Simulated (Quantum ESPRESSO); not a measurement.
# Work function of Al(111) against the slab's thickness (PBEsol, Quantum ESPRESSO)

How thick must a slab of Al(111) be for a steady work function?

All values are computed: Quantum ESPRESSO 7.5, PBEsol, plane waves, scalar-relativistic unless marked; slabs or sheets with vacuum, the vacuum level from the planar mean of the electrostatic potential. 1×1 cells on a fixed bulk lattice, outer layers relaxed.

```
layers  thickness (Å)  work function (eV)
     4              7                4.10
     5            9.2                4.17
     6           11.6                4.14
     7           13.9                4.09
     8              ?                   ?
    10           20.8                4.09
```

**Fit.** The shown values lie within 0.05 eV of their mean, 4.12 eV, with no steady drift. The mean serves as the estimate. Confinement across the slab splits the bands into subbands, and the work function moves a little each time one crosses the Fermi level.

**The withheld row.** The prediction is the mean = 4.12 eV. The run gave thickness 16.1 Å, work function 4.14 eV. The miss in work function is +0.02 eV, within the scatter of the fitted rows.

The k-mesh adds scatter of its own.

[Logs are printed without paths, hosts, clocks, repeated set-up lines and the standing remarks that a program may print on its own settings, such as how far it seeks lower states.]
